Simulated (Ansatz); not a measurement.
**What Pb2SeO (built on the sites of a database entry of PbSe) distorts into**

Aim: this structure of Pb2SeO (built on the sites of a database entry of PbSe) is to be tested for unstable modes, and one is followed downhill.

Main program and level: Ansatz 0.2.0; DFT PBEsol, scalar-relativistic, plane waves, PAW.

The structure was built from a prototype and need not be the compound's stable phase.

## Step 1: The starting structure

The structure is orthorhombic, space group Amm2 (No. 38). Conventional cell: a = 3.866 Å, b = 3.728 Å, c = 13.024 Å, α = 90.00°, β = 90.00°, γ = 90.00°. Pb has 4 O at 2.75 Å and 2 Se at 3.04 Å nearest. Nearest to Pb lie 1 O at 2.26 Å and 4 Se at 2.97 Å. Nearest to Se lie 6 Pb at 2.97 to 3.04 Å. O has 5 Pb at 2.26 to 2.75 Å nearest. Farther neighbours and most contacts between anions are not listed.

Coordinates:

```cif
data_structure
_symmetry_space_group_name_H-M 'P 1'
_symmetry_Int_Tables_number 1
_cell_length_a 6.7736
_cell_length_b 6.7736
_cell_length_c 3.8663
_cell_angle_alpha 90.000
_cell_angle_beta 90.000
_cell_angle_gamma 148.051
_cell_volume 93.87
loop_
_atom_site_label
_atom_site_type_symbol
_atom_site_fract_x
_atom_site_fract_y
_atom_site_fract_z
_atom_site_occupancy
Pb1 Pb 0.60572 0.39428 0.75000 1
Pb2 Pb 0.32321 0.67679 0.25000 1
Se3 Se 0.92141 0.07859 0.75000 1
O4 O 0.14967 0.85033 0.25000 1
```

## Step 2: Modes at Γ

The cell comes from relaxations at this level that are not shown. The zone centre is the only wavevector solved here; it holds the modes that light can see, as far as symmetry allows. The response to a homogeneous field gives the Born charges and the dielectric tensor.

Contents of input.yaml:

```yaml
crystal:
  lattice:
    - [1.8641447281, -6.5120773025, 0.0]
    - [1.8641447281, 6.5120773025, 0.0]
    - [0.0, 0.0, 3.8663254647]
  atoms:
    - { symbol: Pb, position: [0.6057161026, 0.3942838974, 0.75] }
    - { symbol: Pb, position: [0.3232056694, 0.6767943306, 0.25] }
    - { symbol: Se, position: [0.9214061829, 0.0785938171, 0.75] }
    - { symbol: O, position: [0.1496720452, 0.8503279548, 0.25] }
kpoints:
  mp_grid: { grid: [8, 8, 8] }
hamiltonian:
  xc: pbesol
scf:
  occupations: { method: fixed }
output:
  eigenvalues: true
phonons:
  method: dfpt
  dielectric: true
  rigid_motions: translations
```

Run with:

```console
ansatz run input.yaml --threads 8 --pin off --max-ram 14336MiB --backend cpu --events-out ev --progress --plain --runs-dir out
```

Numbers of over 12 decimals in the logs are rounded to 6 here.

The program printed:

```text
Engine: ansatz 0.2.0, x86_64-unknown-linux-gnu
Pseudopotentials: kind: paw
Pseudopotential: Pb, paw, valence charge 14, recommended cutoff 420 eV (normal), Pb.paw.azcp
Pseudopotential: Se, paw, valence charge 16, recommended cutoff 420 eV (normal), Se.paw.azcp
Pseudopotential: O, paw, valence charge 6, recommended cutoff 420 eV (normal), O.paw.azcp
Functional definition: PBEsol
  exchange = pbesol_x
  correlation = pbesol_c
Crystal: 4 atoms, lattice volume = 93.870 Å³
Basis set: ecut = 420 eV, 1819 PW (Γ), exchange–correlation on 96×96×60 points (8 copies of the dense FFT grid, shifted against one another)
Bands: 30, of which v1, the nominal top of the filled ones, is band 25 counted from 1 (24 counted from 0)
Symmetry: 4 space group operations
k-points: 260 of 512 (irreducible under 1 space group operation, time reversal used)
Non-local potential: Pb, projectors of the file, l = 0: 2, l = 1: 2, l = 2: 2, l = 3: 2
Non-local potential: Se, projectors of the file, l = 0: 2, l = 1: 2, l = 2: 3, l = 3: 1
Non-local potential: O, projectors of the file, l = 0: 2, l = 1: 2, l = 2: 1
PAW form: soft (Blöchl's): semilocal exchange-correlation on the pseudo side does not see the compensation charge
PAW frozen core: Pb, regenerated for the run's functional, and the local potential with it (the file was generated under x = pbe(κ = 0.804, μ = 0.219515), c = pbe(β = 0.066725))
PAW frozen core: Se, regenerated for the run's functional, and the local potential with it (the file was generated under x = pbe(κ = 0.804, μ = 0.219515), c = pbe(β = 0.066725))
PAW frozen core: O, regenerated for the run's functional, and the local potential with it (the file was generated under x = pbe(κ = 0.804, μ = 0.219515), c = pbe(β = 0.066725))
PAW one-centre angular grid: Pb, 590 points (default); XC on 64 Gauss nodes
PAW one-centre angular grid: Se, 590 points (default); XC on 64 Gauss nodes
PAW one-centre angular grid: O, 110 points (default); XC on 64 Gauss nodes
Initial density: superposition of atomic densities (neutral atoms: chi_scale 0, normalization atom), corrected by the library's trained network
Initial wavefunctions: pseudopotential atomic-orbital guess
Functional: x = pbesol(κ = 0.804, μ = 0.123457), c = pbesol(β = 0.046)
SCF iter   1: F=—  HF=-29494.614102 eV  |F-HF|=—  |Δ(HF+E_count)|=         —  Δρ=1.05e-2  dr2=1.09e-1  ethr=1.77e-3  ⟨swp⟩=5.0  Hψ=30551  notcnv=0  defer=767
preconditioner: auto → Resta (q_TF=auto, 2.456 Å⁻¹)  ε∞=3.8  [insulator: Δε(μ)=0.270 eV  Ē_g=14.446 eV  n_scr=26 (ndim 8)  ℏωp=24.2 eV  f_vac=0.011  ε∞_Penn≈3.8]
SCF iter   2: F=—  HF=-29494.600158 eV  |F-HF|=—  |Δ(HF+E_count)|=   1.39e-2  Δρ=6.99e-3  dr2=5.76e-2  ethr=2.18e-4  ⟨swp⟩=2.0  Hψ=15601  notcnv=0  defer=779
SCF iter   3: F=—  HF=-29494.591802 eV  |F-HF|=—  |Δ(HF+E_count)|=   8.36e-3  Δρ=1.59e-3  dr2=2.97e-3  ethr=1.15e-4  ⟨swp⟩=2.0  Hψ=9515  notcnv=0  defer=779
SCF iter   4: F=—  HF=-29494.591220 eV  |F-HF|=—  |Δ(HF+E_count)|=   5.81e-4  Δρ=5.12e-4  dr2=3.14e-4  ethr=5.93e-6  ⟨swp⟩=2.0  Hψ=10079  notcnv=0  defer=780
SCF iter   5: F=—  HF=-29494.591196 eV  |F-HF|=—  |Δ(HF+E_count)|=   2.40e-5  Δρ=1.54e-4  dr2=2.47e-5  ethr=6.29e-7  ⟨swp⟩=2.9  Hψ=12437  notcnv=0  defer=778
SCF iter   6: F=—  HF=-29494.591198 eV  |F-HF|=—  |Δ(HF+E_count)|=   1.45e-6  Δρ=3.41e-5  dr2=1.45e-6  ethr=4.95e-8  ⟨swp⟩=2.0  Hψ=14040  notcnv=0  defer=606
SCF iter   7: F=—  HF=-29494.591198 eV  |F-HF|=—  |Δ(HF+E_count)|=   1.17e-7  Δρ=1.26e-5  dr2=1.59e-7  ethr=2.90e-9  ⟨swp⟩=2.0  Hψ=14295  notcnv=0  defer=494
SCF iter   8: F=—  HF=-29494.591198 eV  |F-HF|=—  |Δ(HF+E_count)|=   9.23e-8  Δρ=3.15e-6  dr2=1.33e-8  ethr=3.17e-10  ⟨swp⟩=2.0  Hψ=14033  notcnv=0  defer=494
SCF iter   9: F=—  HF=-29494.591198 eV  |F-HF|=—  |Δ(HF+E_count)|=   9.04e-9  Δρ=8.20e-7  dr2=6.63e-10  ethr=2.66e-11  ⟨swp⟩=2.9  Hψ=13751  notcnv=0  defer=494
SCF iter  10: F=-29494.591198 eV  HF=-29494.591198 eV  |F-HF|=3.64e-12  |Δ(HF+E_count)|=  6.04e-10  Δρ=2.09e-7  dr2=4.69e-11  ethr=1.00e-12  ⟨swp⟩=13.5  Hψ=55570  notcnv=0
SCF 1 converged in 10 iterations: F = -29494.591198 eV  dr2 = 4.69e-11
  greatest PAW one-centre occupation: 1.000 electrons in one spin orbital (limit 2), on the Se atom at site 2 (counted from 0), in its partial waves of l = 2
NSCF: frozen V_eff on 207 k-points
DFPT response loops at Γ: preconditioner auto → Resta (q_TF=auto, 2.456 Å⁻¹)  ε∞=13.2 (no band partly filled); β = 1.00, the filter's whole step (`scf.mixing.beta` (0.50) is not read by the response loops at its default; to damp them type it under 1.00, their step now; it binds the ground state too); Broyden in place of MSR1
── the response to a field inside a basis, on 14×14×12 k-points: an SCF that follows is theirs, and a resumed run solves both again ──
Bands: 26, of which v1, the nominal top of the filled ones, is band 25 counted from 1 (24 counted from 0)
k-points: 336 of 2352 (time reversal used)
Initial density: handed on by an earlier stage of this run
Initial wavefunctions: pseudopotential atomic-orbital guess (no wavefunctions were taken with the density)
Eigensolver: Dense (336 Hₖ)
SCF iter   1: F=—  HF=-29494.577019 eV  |F-HF|=—  |Δ(HF+E_count)|=         —  Δρ=2.65e-4  dr2=2.20e-5  ethr=1.00e-1
preconditioner: auto → Resta (q_TF=auto, 2.456 Å⁻¹)  ε∞=4.6  [insulator: Δε(μ)=0.431 eV  Ē_g=12.691 eV  n_scr=26 (ndim 8)  ℏωp=24.2 eV  f_vac=0.010  ε∞_Penn≈4.6]
SCF iter   2: F=—  HF=-29494.577020 eV  |F-HF|=—  |Δ(HF+E_count)|=   9.44e-7  Δρ=1.36e-4  dr2=1.71e-5  ethr=4.41e-8
SCF iter   3: F=—  HF=-29494.577019 eV  |F-HF|=—  |Δ(HF+E_count)|=   7.96e-7  Δρ=8.36e-5  dr2=1.97e-6  ethr=3.42e-8
SCF iter   4: F=—  HF=-29494.577019 eV  |F-HF|=—  |Δ(HF+E_count)|=   3.27e-7  Δρ=3.65e-5  dr2=4.19e-7  ethr=3.95e-9
SCF iter   5: F=-29494.577019 eV  HF=-29494.577019 eV  |F-HF|=2.25e-9  |Δ(HF+E_count)|=   9.14e-8  Δρ=8.12e-6  dr2=2.84e-8  ethr=8.39e-10
SCF 1 converged in 5 iterations: F = -29494.577019 eV  dr2 = 2.84e-8
DFPT response loops at Γ: preconditioner auto → Resta (q_TF=auto, 2.456 Å⁻¹)  ε∞=11.8 (no band partly filled); β = 1.00, the filter's whole step (`scf.mixing.beta` (0.50) is not read by the response loops at its default; to damp them type it under 1.00, their step now; it binds the ground state too); Broyden in place of MSR1
WARN: field response: ε∞ stands inside a basis, on 14×14×12 points; the force constants stand on the 8×8×8 k-mesh, whose period is 9.43 times the interband length at k = (0.3750, 0.3750, 0.1250), direct gap 1.019 eV, under 14: take them and everything formed from them as unconverged, and compare with a denser kpoints.mp_grid
SCF converged after 10 iterations
Free energy (F): -29494.591198 eV
Harris-Foulkes:  -29494.591198 eV  (|F-HF|=3.64e-12)
Internal energy: -29494.591198 eV  (E = F + TS)
E sigma→0 (E₀):  -29494.591198 eV
Fermi energy:    9.542713 eV
--- Per-component energies (eV) ---
  E_band       = -460.726273
  E_kinetic    = 866.448921
  E_local      = -4873.330666  (includes V_loc(G=0)·N_el)
  E_nonlocal   = 159.684984
  E_hartree    = 2162.358783
  E_xc         = -615.096498
  E_vxc        = -457.817112  (∫ρ·V_xc dr)
  E_paw        = -22526.476746  (= ΣΔE_a)
  E_vpaw       = -480.431772  (= ΣTr[D̂ρ^β])
  E_aug_tail   = 0.001759  (compensation charges beyond the density's cutoff)
  E_ewald      = -4669.349707
  E_core_change = 1.167972  (= ΣΔE_core)
  E_smearing   = -0.000000  (= −TS)
  E_closure    = -0.000000  (closes the sum)
  Σ components = -29494.591198   (vs F -29494.591198, Δ=0.00e0)
--- Band table (eV; the first three rows and the last of 260) ---
  k-point 0: bands = [... 21 lower, 6.9419, 7.5061, 7.6215, 7.6818, 11.5889, 13.7842, 13.8232, 13.9129, ... 1 higher]
  k-point 1: bands = [... 21 lower, 7.0148, 7.2786, 7.7228, 8.4205, 11.6020, 13.1450, 13.7641, 13.8201, ... 1 higher]
  k-point 2: bands = [... 21 lower, 7.0183, 7.4859, 7.9882, 9.1853, 11.4944, 12.0426, 12.7862, 13.6026, ... 1 higher]
  k-point 259: bands = [... 21 lower, 7.2915, 7.6422, 7.7900, 8.4063, 10.0761, 10.9660, 13.4479, 14.0792, ... 1 higher]
--- Phonons (Γ-DFPT): 12 representative perturbations + reference, on 260 of 512 k-points (Σ response iterations 38) ---
  k mesh reduced under 1 symmetry operation, with k and −k counted as one. Each operation leaves every solved perturbation unchanged. A smaller set is not considered because the run solves the response to a homogeneous field
  ASR residual: 1.910e-4 → 0.000e0 eV/Å²; symmetrization residual: 8.292e-6 eV/Å²
  ASR residual per site (eV/Å²): 1.91e-4 1.39e-4 3.33e-5 6.24e-5
  Γ frequencies (cm⁻¹): -179.90 -167.70 0.00 0.00 0.00 23.51 37.47 97.38 111.60 122.10 127.68 350.41
  ε∞ (high-frequency dielectric tensor):
       20.603671     0.000000     0.000000
        0.000000    14.688485     0.000000
        0.000000     0.000000    12.839479
  softest optical mode at Γ: -179.90 cm⁻¹; the repairs (sum rule, projections) moved no ω² at Γ by more than (1.66 cm⁻¹)²
  Born effective charges Z* (e; rows j = field, columns β = displacement):
    site 0:
         5.16396    0.00000    0.00000
         0.00000    2.96711    0.00000
         0.00000    0.00000    2.85288
    site 1:
         2.84795    0.00000    0.00000
         0.00000    3.38801    0.00000
         0.00000    0.00000    2.77237
    site 2:
        -5.36920   -0.00000   -0.00000
        -0.00000   -2.75553   -0.00000
        -0.00000   -0.00000   -2.71660
    site 3:
        -2.64271   -0.00000   -0.00000
        -0.00000   -3.59959   -0.00000
        -0.00000   -0.00000   -2.90865
  Z* charge neutrality: 2.674e-3 e pre-enforcement
  solved inside a basis spanned on kpoints, on 14×14×12 k-points, its susceptibility summed on 16×16×14: ε∞ is read to err by 8.6e-2, Z* by 3.9e-2 e (field_mesh: kpoints solves on kpoints); Z* is corrected for what the basis lacks
  optical modes at Γ without the LO–TO term, one row a degenerate level:
      ω (cm⁻¹)  modes    IR ((D/Å)²/amu)
       -179.90      1            10.2436
       -167.70      1            11.3551
         23.51      1             2.6996
         37.47      1             0.0546
         97.38      1             1.0297
        111.60      1             9.4221
        122.10      1             3.4508
        127.68      1             4.7080
        350.41      1            18.6803
  optical modes at Γ + LO–TO along q̂ = [1.0000, 0.0000, 0.0000]:
      ω (cm⁻¹)  modes    IR ((D/Å)²/amu)
       -167.70      1            11.3551
       -155.91      1             4.8594
         37.47      1             0.0546
         48.02      1             0.8405
         97.38      1             1.0297
        122.10      1             3.4508
        127.68      1             4.7080
        165.26      1            16.6653
        350.41      1            18.6803
  optical modes at Γ + LO–TO along q̂ = [0.0000, 1.0000, 0.0000]:
      ω (cm⁻¹)  modes    IR ((D/Å)²/amu)
       -179.90      1            10.2436
       -167.70      1            11.3551
         23.51      1             2.6996
         37.47      1             0.0546
        100.76      1             0.1705
        111.60      1             9.4221
        127.68      1             4.7080
        140.21      1             2.5387
        391.40      1            20.4515
  optical modes at Γ + LO–TO along q̂ = [0.0000, 0.0000, 1.0000]:
      ω (cm⁻¹)  modes    IR ((D/Å)²/amu)
       -179.90      1            10.2436
       -112.28      1             6.0160
         23.51      1             2.6996
         38.90      1             0.0692
         97.38      1             1.0297
        111.60      1             9.4221
        122.10      1             3.4508
        170.88      1            10.0326
        350.41      1            18.6803
```

Elapsed: 3 min, on 8 threads of Intel Xeon Platinum 8488C (Sapphire Rapids), shared host; peak memory 3.5 GiB; 22 min of CPU time.

This step gave:

| Property | Result |
| --- | --- |
| gap on the k-mesh | 0.3449 eV |
| volume per atom | 23.47 Å³ |
| sum-rule residual before enforcement | 1.91e-4 eV/Å² |
| miss of the charge sum rule | 0.002674 e |
| estimated error of the dielectric tensor | 0.08633 |
| estimated error of the Born charges | 0.03945 e |
| point group | mm2 |
| highest optical mode at the zone centre (no LO-TO term) | 350.4 cm⁻¹ |
| lowest optical zone-centre mode | -179.9 cm⁻¹ |
| mean high-frequency dielectric constant | 16.04 |
| largest Born charge (third of the trace) | 3.661 e |
| top of the zone-centre spectrum with the field | 391.4 cm⁻¹ |

Without the LO-TO term. Patterns of degenerate modes are one choice out of their space. Modes at Γ, with each element's share of the kinetic energy (negative means imaginary):

| mode | frequency (cm⁻¹) | symmetry | Pb % | Se % | O % |
| --- | --- | --- | --- | --- | --- |
| 1 | -179.9 | B2 | 8 | 1 | 92 |
| 2 | -167.7 | B1 | 7 | 1 | 92 |
| 3 | 0.0 | acoustic | 81 | 16 | 3 |
| 4 | 0.0 | acoustic | 81 | 16 | 3 |
| 5 | 0.0 | acoustic | 81 | 16 | 3 |
| 6 | 23.5 | B2 | 72 | 25 | 3 |
| 7 | 37.5 | B1 | 79 | 18 | 3 |
| 8 | 97.4 | A1 | 94 | 3 | 2 |
| 9 | 111.6 | B2 | 39 | 59 | 2 |
| 10 | 122.1 | A1 | 20 | 80 | 0 |
| 11 | 127.7 | B1 | 32 | 66 | 2 |
| 12 | 350.4 | A1 | 5 | 1 | 94 |

Displacements in mode 1 (-179.9 cm⁻¹), the largest set to 1:
```
Pb1 -0.08  0.00  0.00
Pb2  0.02  0.00  0.00
Se3 -0.04  0.00  0.00
O4   1.00  0.00  0.00
```

Displacements in mode 12 (350.4 cm⁻¹), the largest set to 1:
```
Pb1  0.00  0.00  0.00
Pb2  0.00 -0.06  0.00
Se3  0.00 -0.04  0.00
O4   0.00  1.00  0.00
```

Before it was imposed, the acoustic sum rule was missed by 1.9e-4 eV/Å² and the charge sum rule by 0.0027 e. Small misses are needed for a sound result but don't prove that mesh and cutoff are converged. The lowest optical mode is imaginary, 179.9i cm⁻¹, so the energy falls along it.

The log warns of the k mesh: “the force constants stand on the 8×8×8 k-mesh, whose period is 9.43 times the interband length at k = (0.3750, 0.3750, 0.1250), direct gap 1.019 eV, under 14: take them and everything formed from them as unconverged”.

## Step 3: The mode frozen in, largest atomic shift 0 Å

The mode followed lies at Γ with frequency 179.9i cm⁻¹, the softest among the wavevectors solved. At small amplitude the distorted cell has space group no. 6 by a symmetry search on the positions. The undistorted cell that holds it gives the zero of energy on the same k mesh.

Edit input.yaml of step 2 so:

```diff
@@ -15,8 +15,6 @@
 scf:
-  occupations: { method: fixed }
+  occupations: { method: gaussian, width: 0.02 }
 output:
+  forces: true
+  stress: true
   eigenvalues: true
-phonons:
-  method: dfpt
-  dielectric: true
-  rigid_motions: translations
```

The program printed:

```text
[...]
Crystal: 4 atoms, lattice volume = 93.870 Å³
Basis set: ecut = 420 eV, 1819 PW (Γ), exchange–correlation on 96×96×54 points (8 copies of the dense FFT grid, shifted against one another)
Bands: 30, of which v1, the nominal top of the filled ones, is band 25 counted from 1 (24 counted from 0)
Symmetry: 4 space group operations
[...]
k-points: 105 of 512 (time reversal used)
[...]
--- Band table (eV; the first three rows and the last of 105) ---
  k-point 0: bands = [... 21 lower, 6.9419, 7.5062, 7.6215, 7.6818, 11.5889, 13.7842, 13.8232, 13.9129]
  k-point 1: bands = [... 21 lower, 7.0148, 7.2786, 7.7228, 8.4205, 11.6020, 13.1450, 13.7641, 13.8201]
  k-point 2: bands = [... 21 lower, 7.0184, 7.4859, 7.9882, 9.1853, 11.4944, 12.0426, 12.7862, 13.6026]
  k-point 104: bands = [... 21 lower, 7.2915, 7.6422, 7.7900, 8.4063, 10.0761, 10.9660, 13.4479, 14.0792]
[key lines of the parts left out:]
SCF converged after 8 iterations
Free energy (F): -29494.591198 eV
Fermi energy:    9.715182 eV
P = ⅓ Tr σ = 0.0031 GPa (0.031 kbar)
```

Elapsed: 2.7 s, on 8 threads; peak memory 0.66 GiB.

This step gave:

```
pressure                         : 0.003099 GPa
energy from the undistorted cell : 0 meV/atom
```

At this level the gap is 0.34 eV on the k-mesh of the self-consistent run, which can miss the band edges.

## Step 4: The mode frozen in, largest atomic shift 0.6 Å

The atoms are moved along the unstable eigenvector, the largest shift by 0.6 Å, with the cell fixed.

input.yaml, the sections that differ from step 3:

```yaml
crystal:
  lattice:
    - [1.8641447281, -6.5120773025, 0.0]
    - [1.8641447281, 6.5120773025, 0.0]
    - [0.0, 0.0, 3.8663254647]
  atoms:
    - { symbol: Pb, position: [0.5930752829, 0.3816430778, 0.75] }
    - { symbol: Pb, position: [0.3258906116, 0.6794792728, 0.25] }
    - { symbol: Se, position: [0.9149242004, 0.0721118346, 0.75] }
    - { symbol: O, position: [0.3106037558, 1.0112596655, 0.25] }
# kpoints, hamiltonian, scf, output: as in step 3
```

The program printed:

```text
[...]
Crystal: 4 atoms, lattice volume = 93.870 Å³
Basis set: ecut = 420 eV, 1819 PW (Γ), exchange–correlation on 96×96×54 points (8 copies of the dense FFT grid, shifted against one another)
Bands: 30, of which v1, the nominal top of the filled ones, is band 25 counted from 1 (24 counted from 0)
Symmetry: 2 space group operations
[...]
k-points: 170 of 512 (time reversal used)
[...]
--- Band table (eV; the first three rows and the last of 170) ---
  k-point 0: bands = [... 21 lower, 6.7784, 7.5419, 7.6080, 7.9343, 11.6220, 12.9425, 13.7716, 13.9090]
  k-point 1: bands = [... 21 lower, 6.7306, 7.4326, 7.7781, 8.4567, 11.5905, 13.0273, 13.1933, 14.0599]
  k-point 2: bands = [... 21 lower, 6.9646, 7.5185, 7.9752, 9.1022, 11.4293, 12.2734, 13.2273, 13.5263]
  k-point 169: bands = [... 21 lower, 7.0829, 7.5912, 7.8761, 8.4370, 10.0377, 11.7900, 13.2841, 14.0630]
[key lines of the parts left out:]
SCF converged after 8 iterations
Free energy (F): -29494.773356 eV
Fermi energy:    9.511439 eV
P = ⅓ Tr σ = 1.5515 GPa (15.515 kbar)
```

Elapsed: 4.5 s, on 8 threads; peak memory 0.78 GiB.

Numbers from this step:

- pressure: 1.551 GPa
- gap on the k-mesh: 0.4441 eV
- energy from the undistorted cell: -45.54 meV/atom

The energy, extrapolated to zero smearing, is -45.54 meV/atom against the undistorted cell.

The run ends at a pressure of 1.55 GPa, with forces up to 0.29 eV/Å.

## Step 5: Energy along the mode, all amplitudes (two of the runs are shown above)

An imaginary frequency means negative curvature, so the energy should fall and then rise again as anharmonic terms take over.

Numbers from this step:

| Quantity | Value |
| --- | --- |
| depth at the lowest point sampled | 45.54 meV/atom |
| largest atomic shift at that point | 0.6 Å |

Table of energy from the parent by largest atomic shift:

| largest atomic shift (Å) | energy from the parent (meV/atom) |
| --- | --- |
| 0.000 | 0 |
| 0.040 | -0.415 |
| 0.080 | -1.64 |
| 0.140 | -4.92 |
| 0.220 | -11.5 |
| 0.320 | -22.1 |
| 0.450 | -36.1 |
| 0.600 | -45.5 |

Displacement at unit largest shift by atom:

| atom | x (Å) | y (Å) | z (Å) | size |
| --- | --- | --- | --- | --- |
| Pb1 | -0.08 | 0.00 | 0.00 | 0.08 |
| Pb2 | 0.02 | 0.00 | 0.00 | 0.02 |
| Se3 | -0.04 | 0.00 | 0.00 | 0.04 |
| O4 | 1.00 | 0.00 | 0.00 | 1.00 |

The lowest of the steps tried is the last one, at 0.6 Å, 45.5 meV/atom below the parent; the bottom of the well need not coincide with a step.

(Continued in part 2 of 3.)

[Logs are printed without paths, hosts, clocks, repeated set-up lines and the standing remarks that a program may print on its own settings, such as how far it seeks lower states.]

[Hosts, paths, dates, database ids (printed as entryN), source tags and the programs' standing remarks are cut or masked in the printed files.]
